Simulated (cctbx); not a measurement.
# NdCd13: precision against data quality

Space group Fm-3c (no. 226), a = 13.7030 Å, b = 13.7030 Å, c = 13.7030 Å, α = 90.00°, β = 90.00°, γ = 90.00°.

```
atom  mult.    x       y       z  Ueq (Å²)
 Nd1      8  3/4     3/4     3/4    0.0115
 Cd1     96    0  0.8883  0.8223    0.0157
 Cd2      8    0       0       0    0.0164
```

This is a model crystal, built by substitution and not relaxed, with assumed displacement parameters.

Five simulated data sets (cctbx; Mo Kα, λ = 0.71073 Å; 4 % proportional error) differ in resolution or exposure (noise floor 8 counts in the first three, 8 in the last two). Each is refined with the right model, isotropic at 1.1 Å and anisotropic otherwise. How do the figures of merit and the uncertainties move?

```csv
d min (Å),top counts,"⟨I/σ⟩ (unmerged, absences included)",unique,param. (scale apart),Rint,R1,GooF,largest s.u. xyz (fractional),s.u. U of Cd1 (Å²),largest error (Å)
1.1,40000,4.0,57,5,0.031,0.0079,1.47,0.00003,0.0003,0.0001
0.84,40000,3.8,115,8,0.033,0.0053,0.89,0.00001,0.0001,0.0003
0.6,40000,3.2,294,8,0.034,0.0064,0.95,0.00001,0.0000,0.0002
0.75,300,0.4,158,8,0.261,0.0380,0.97,0.00011,0.0008,0.0027
0.75,3000,1.7,158,8,0.058,0.0114,0.97,0.00003,0.0002,0.0007
```

GooF reaches 1.47 where the model lacks something that the data hold (anisotropy at the isotropic level, for one). The s.u. of U for Cd1 goes 0.0003, 0.0001, 0.0000 Å² with resolution and 0.0008, 0.0002 Å² with exposure.

The 1.1 Å row also differs in its displacement model, so it isn't a clean test of resolution.

Hardware for the 0.6 Å refinement: 0.66 s on 1 thread of Arm Neoverse N1, on a shared host, peak memory 0.11 GiB.

[Logs are printed without paths, hosts, clocks, repeated set-up lines and the standing remarks that a program may print on its own settings, such as how far it seeks lower states.]
